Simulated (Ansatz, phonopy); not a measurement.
# KI (Fm-3m): a volume series of phonon spectra, part 5 of 6

Wanted: mode Grüneisen parameters of KI and a free-energy fit over volumes.

What experiment has found for this phase:
- volume expansion coefficient 113.7 1e-6/K near room temperature (given in “Descriptors for thermal expansion in solids”, 2017, arXiv:1701.03966)

Ansatz 0.2.0; DFT LDA, scalar-relativistic, plane waves, PAW.

So far. Step 11 (Single point at a scaled cell, V/V0 1.04): The run ends at a pressure of -0.57 GPa. Step 12 (Phonons, V/V0 1.04): No mode is imaginary beyond numerical noise at the solved wavevectors. The highest zone-centre mode (no LO–TO term) moved by -8.8 % for a volume change of +4.0 %.

**13. A cell at another volume, V/V0 1.06**

Symmetry fixes every atom, so a single point at the scaled cell gives the energy and pressure of this member.

The cell differs from the one that the last finished run ended in (a 4.884 → 4.915 Å, b 4.884 → 4.915 Å, c 4.884 → 4.915 Å).

Contents of input.yaml:

```yaml
crystal:
  lattice:
    - [0.0, 3.4755708572, 3.4755708572]
    - [3.4755708572, 0.0, 3.4755708572]
    - [3.4755708572, 3.4755708572, 0.0]
  atoms:
    - { symbol: K, position: [0.0, 0.0, 0.0] }
    - { symbol: I, position: [0.5, 0.5, 0.5] }
kpoints:
  mp_grid: { grid: [8, 8, 8] }
hamiltonian:
  xc: lda
scf:
  occupations: { method: fixed }
  lower_state_search: "off"
output:
  forces: true
  stress: true
  eigenvalues: true
```

Launch:

```
> ansatz run input.yaml --threads 4 --pin off --max-ram 16384MiB --backend cpu --events-out ev --progress --plain --runs-dir out
```

Numbers of over 12 decimals in the logs are rounded to 6 here.

The log of the run:

```text
[...]
Crystal: 2 atoms, lattice volume = 83.967 Å³
Basis set: ecut = 420 eV, 1639 PW (Γ)
Bands: 17, of which v1, the nominal top of the filled ones, is band 13 counted from 1 (12 counted from 0)
Symmetry: 48 space group operations
[...]
k-points: 29 of 512
[...]
P = ⅓ Tr σ = -0.8067 GPa (-8.067 kbar)
--- Band table (eV; the first three rows and the last of 29) ---
  k-point 0: bands = [... 9 lower, -8.2978, 2.3949, 2.3949, 2.3949, 6.1158, 8.6730, 8.6730, 8.6730]
  k-point 1: bands = [... 9 lower, -8.2348, 2.0925, 2.3310, 2.3310, 6.5352, 8.5968, 8.8507, 8.8507]
  k-point 2: bands = [... 9 lower, -8.0955, 1.5188, 2.1857, 2.1857, 7.2662, 8.7887, 9.3185, 9.3185]
  k-point 28: bands = [... 9 lower, -8.0410, 1.5768, 1.5768, 1.7044, 8.6577, 8.6577, 8.9241, 10.5019]
[key lines of the parts left out:]
SCF converged after 6 iterations
Free energy (F): -8855.084490 eV
Fermi energy:    2.394949 eV
```

It took 0.88 s on 4 threads of Arm Neoverse V1, shared host; peak memory 0.35 GiB; 2.8 s of CPU time.

The run ends at a pressure of -0.81 GPa.

**14. Lattice dynamics at this volume, V/V0 1.06**

Phonons at this volume give one point of F(V, T); meshes stay fixed along the series.

input.yaml, the sections that differ from step 13:

```yaml
output:
  eigenvalues: true
phonons:
  method: dfpt
  dielectric: true
  rigid_motions: translations
  qmesh: [4, 4, 4]
  temperatures: { t_max: 1000, t_step: 50 }
  qpath:
    path:
      - [[0.0, 0.0, 0.0], [0.5, 0.0, 0.5], [0.625, 0.25, 0.625]]
      - [[0.375, 0.375, 0.75], [0.0, 0.0, 0.0], [0.5, 0.5, 0.5], [0.5, 0.25, 0.75], [0.5, 0.0, 0.5]]
    npoints: 10
# crystal, kpoints, hamiltonian, scf: as in step 13
```

The log of the run:

```text
[...]
Crystal: 2 atoms, lattice volume = 83.967 Å³
Basis set: ecut = 420 eV, 1639 PW (Γ), exchange–correlation on 72×72×72 points (8 copies of the dense FFT grid, shifted against one another)
Bands: 17, of which v1, the nominal top of the filled ones, is band 13 counted from 1 (12 counted from 0)
Symmetry: 48 space group operations
k-points: 59 of 512 (irreducible under 8 space group operations, time reversal used)
[...]
optical modes at Γ + LO–TO along q̂ = [0.0000, 1.0000, 0.0000]:
      ω (cm⁻¹)  modes    IR ((D/Å)²/amu)
         99.90      2             1.9578
        134.92      1             0.9789
  optical modes at Γ + LO–TO along q̂ = [0.0000, 0.0000, 1.0000]:
      ω (cm⁻¹)  modes    IR ((D/Å)²/amu)
         99.90      2             1.9578
        134.92      1             0.9789
--- Phonons (arbitrary-q DFPT): 8 irreducible q on the 4×4×4 mesh ---
[...]
interpolated dispersion: 63 rows × 6 modes
[...]
[key lines of the parts left out:]
SCF converged after 8 iterations
Free energy (F): -8855.084490 eV
Fermi energy:    2.394937 eV
```

Wall time 3.2 min (4 threads); peak memory 1.8 GiB; 12 min of CPU time.

LO-TO term included. The phonon branches at the labelled points (cm⁻¹):

```
    point  branch 1  branch 2  branch 3  branch 4  branch 5  branch 6
        Γ         0         0         0       100       100       135
  halfway        22        22        58       101       101       113
        X        30        30        49       103       103       108
  halfway        33        37        48       101       104       107
        U        42        46        50        98       106       107
jump to K        42        46        50        98       106       107
  halfway        27        45        53        91       103       124
        Γ         0         0         0       100       100       135
  halfway        34        34        44        96        96       132
        L        52        52        64        90        90       128
  halfway        47        48        58        94        99       117
        W        42        42        56        99       105       105
  halfway        34        44        47       102       104       107
        X        30        30        49       103       103       108
```

The phonon branches as a text plot (rows in cm⁻¹):

```
    132 |***                      *************
    126 |   *                   **             *****
    121 |    **                *                    **
    115 |      *             **                       **
    110 |       *   ****  ***                           *     ***
    104 |   ************************                    *********
     98 |***            ***         *********        *********
     93 |                  **** ****         **** ******
     87 |                      *                 *
     82 |
     76 |
     70 |
     65 |       *                               ****
     59 |      * *         *****               *    *****
     53 |    **   ***        ** *             * *****    ****
     48 |            ********  ***           * *    *****   *****
     42 |   *           *****               ***         ****  *
     37 |              **    **  ***       **               **
     31 |         ******       *  **                          ***
     25 |  *    **              *   *     **
     20 |    ***                 ****    **
     14 | * *                       **   *
      8 |  *                         *  *
      3 |**                           **
         Γ           X  U|K            Γ         L        W     X
```

No mode is imaginary beyond numerical noise at the solved wavevectors. The highest zone-centre mode (no LO–TO term) moved by -13.0 % for a volume change of +6.0 %.

**15. A cell at another volume, V/V0 1.085**

Symmetry fixes every atom, so a single point at the scaled cell gives the energy and pressure of this member.

The cell differs from the one that the last finished run ended in (a 4.915 → 4.954 Å, b 4.915 → 4.954 Å, c 4.915 → 4.954 Å).

input.yaml, the sections that differ from step 14:

```yaml
crystal:
  lattice:
    - [0.0, 3.5026824898, 3.5026824898]
    - [3.5026824898, 0.0, 3.5026824898]
    - [3.5026824898, 3.5026824898, 0.0]
  atoms:
    - { symbol: K, position: [0.0, 0.0, 0.0] }
    - { symbol: I, position: [0.5, 0.5, 0.5] }
output:
  forces: true
  stress: true
  eigenvalues: true
# kpoints, hamiltonian, scf: as in step 14
# phonons: removed
```

The log of the run:

```text
[...]
Crystal: 2 atoms, lattice volume = 85.947 Å³
Basis set: ecut = 420 eV, 1687 PW (Γ)
Bands: 17, of which v1, the nominal top of the filled ones, is band 13 counted from 1 (12 counted from 0)
Symmetry: 48 space group operations
[...]
k-points: 29 of 512
[...]
P = ⅓ Tr σ = -1.0657 GPa (-10.657 kbar)
--- Band table (eV; the first three rows and the last of 29) ---
  k-point 0: bands = [... 9 lower, -8.4522, 2.2031, 2.2031, 2.2031, 5.8681, 8.4936, 8.4936, 8.4936]
  k-point 1: bands = [... 9 lower, -8.3969, 1.9128, 2.1429, 2.1429, 6.2780, 8.4140, 8.6673, 8.6673]
  k-point 2: bands = [... 9 lower, -8.2726, 1.3609, 2.0059, 2.0059, 7.0152, 8.5721, 9.1239, 9.1239]
  k-point 28: bands = [... 9 lower, -8.2184, 1.4142, 1.4142, 1.5426, 8.4565, 8.4565, 8.6695, 10.2177]
[key lines of the parts left out:]
SCF converged after 6 iterations
Free energy (F): -8855.072876 eV
Fermi energy:    2.203053 eV
```

Elapsed: 0.85 s, on 4 threads; peak memory 0.35 GiB.

The run ends at a pressure of -1.07 GPa.

**16. Phonons, V/V0 1.085**

Phonons at this volume give one point of F(V, T); meshes stay fixed along the series.

input.yaml, the sections that differ from step 15:

```yaml
output:
  eigenvalues: true
phonons:
  method: dfpt
  dielectric: true
  rigid_motions: translations
  qmesh: [4, 4, 4]
  temperatures: { t_max: 1000, t_step: 50 }
  qpath:
    path:
      - [[0.0, 0.0, 0.0], [0.5, 0.0, 0.5], [0.625, 0.25, 0.625]]
      - [[0.375, 0.375, 0.75], [0.0, 0.0, 0.0], [0.5, 0.5, 0.5], [0.5, 0.25, 0.75], [0.5, 0.0, 0.5]]
    npoints: 10
# crystal, kpoints, hamiltonian, scf: as in step 15
```

The log of the run:

```text
[...]
Crystal: 2 atoms, lattice volume = 85.947 Å³
Basis set: ecut = 420 eV, 1687 PW (Γ), exchange–correlation on 72×72×72 points (8 copies of the dense FFT grid, shifted against one another)
Bands: 17, of which v1, the nominal top of the filled ones, is band 13 counted from 1 (12 counted from 0)
Symmetry: 48 space group operations
k-points: 59 of 512 (irreducible under 8 space group operations, time reversal used)
[...]
optical modes at Γ + LO–TO along q̂ = [0.0000, 1.0000, 0.0000]:
      ω (cm⁻¹)  modes    IR ((D/Å)²/amu)
         94.04      2             1.9854
        130.73      1             0.9927
  optical modes at Γ + LO–TO along q̂ = [0.0000, 0.0000, 1.0000]:
      ω (cm⁻¹)  modes    IR ((D/Å)²/amu)
         94.04      2             1.9854
        130.73      1             0.9927
--- Phonons (arbitrary-q DFPT): 8 irreducible q on the 4×4×4 mesh ---
[...]
interpolated dispersion: 63 rows × 6 modes
[...]
[key lines of the parts left out:]
SCF converged after 8 iterations
Free energy (F): -8855.072876 eV
Fermi energy:    2.203024 eV
```

Elapsed: 3.2 min, on 4 threads; peak memory 1.8 GiB.

LO-TO term included. The phonon branches at the labelled points (cm⁻¹):

```
    point  branch 1  branch 2  branch 3  branch 4  branch 5  branch 6
        Γ         0         0         0        94        94       131
  halfway        22        22        55        95        95       110
        X        30        30        49        96        96       101
  halfway        33        37        48        95        98       101
        U        40        46        49        92       100       102
jump to K        40        46        49        92       100       102
  halfway        27        42        51        86        97       120
        Γ         0         0         0        94        94       131
  halfway        32        32        42        90        90       128
        L        49        49        62        85        85       124
  halfway        46        47        56        88        93       112
        W        42        42        53        95        99        99
  halfway        34        42        48        96        97       100
        X        30        30        49        96        96       101
```

The phonon branches as a text plot (rows in cm⁻¹):

```
    128 |***                      *************
    123 |   *                   **             *****
    117 |    **                *                    **
    112 |      *             **                       *
    106 |       *          **                          **
    101 |        ***********                             ********
     95 |*****************  ***************           ***********
     90 |                 **     ****      ****     *****
     84 |                   *****              *******
     79 |
     74 |
     68 |
     63 |                                       ****
     57 |      *****       *****               *    ****
     52 |           **    *     *             *         ****    *
     46 |    **       **********             * **********   ****
     41 |               *****   **          * *          ***  *
     35 |   *          **    **  ***       * *              ****
     30 |        ******        *  **        *                  **
     25 |  *   **               **  *     **
     19 |    **                   ***    **
     14 | * *                       **   *
      8 | **                         *  *
      3 |*                            **
         Γ           X  U|K            Γ         L        W     X
```

No mode is imaginary beyond numerical noise at the solved wavevectors. The highest zone-centre mode (no LO–TO term) moved by -18.1 % for a volume change of +8.5 %.

**17. How the modes move with volume**

This step: DFT LDA, scalar-relativistic, plane waves, PAW (phonopy 4.10.0).

This step gave:

* share of modes with a negative Grüneisen parameter: 0.118

Mean Grüneisen, by row:

```
T (K)  heat-capacity-weighted mean  root mean square
   50                        1.294             1.663
  100                         1.46             1.759
  200                        1.505             1.784
  300                        1.513             1.789
  500                        1.517             1.791
  800                        1.519             1.792
```

The mean mode Grueneisen parameter by wavenumber:

```
wavenumber (cm⁻¹)  mean mode Grueneisen parameter
              2.4                               -
              7.3                          -0.967
             12.1                          -0.922
             17.0                           0.875
             21.9                         -0.0764
             26.7                          -0.419
             31.6                          0.0178
             36.4                           0.273
             41.3                           0.526
             46.1                           0.653
             51.0                            1.19
             55.9                            1.76
             60.7                            1.62
             65.6                            1.58
             70.4                            1.54
             75.3                               -
             80.1                               -
             85.0                               -
             89.9                               -
             94.7                               -
             99.6                               -
            104.4                            2.24
            109.3                            2.24
            114.1                            2.28
            119.0                            2.31
            123.9                            2.11
            128.7                            1.74
            133.6                            1.55
            138.4                            1.41
            143.3                            1.37
```

Volume series, by row:

```
 V/V0  V (Å³/atom)  pressure (GPa)  E - E0 (meV/atom)  gap (eV)  zero-point energy (meV/atom)  lowest on the path (cm⁻¹)  highest at Gamma without the LO-TO term (cm⁻¹)
 0.98        38.81            0.34              0.831     3.924                            16                          0                                           120.2
    1        39.61               0                  0     3.869                         15.43                          0                                           114.9
 1.02         40.4          -0.302               0.76     3.817                         14.89                          0                                           109.7
 1.04        41.19          -0.569              2.926     3.768                         14.36                          0                                           104.8
 1.06        41.98          -0.807              6.341     3.721                         13.84                          0                                            99.9
1.085        42.97          -1.066              12.15     3.665                         13.23                          0                                           94.04
```

Optical frequency at Gamma without the LO-TO term, mode 4 against V/V0:

```
  V/V0  optical frequency at Gamma without the LO-TO term, mode 4 (cm⁻¹)
0.9800                                                               120
1.0000                                                               115
1.0200                                                               110
1.0400                                                               105
1.0600                                                              99.9
1.0850                                                              94.0
```

(Part 5 of 6 ends here.)

[Logs are printed without paths, hosts, clocks, repeated set-up lines and the standing remarks that a program may print on its own settings, such as how far it seeks lower states.]

[Hosts, paths, dates, database ids (printed as entryN), source tags and the programs' standing remarks are cut or masked in the printed files.]

[A step with changed settings may run another functional than the one named; its input shows which.]

[Of the runs on displaced cells, only some may be shown.]
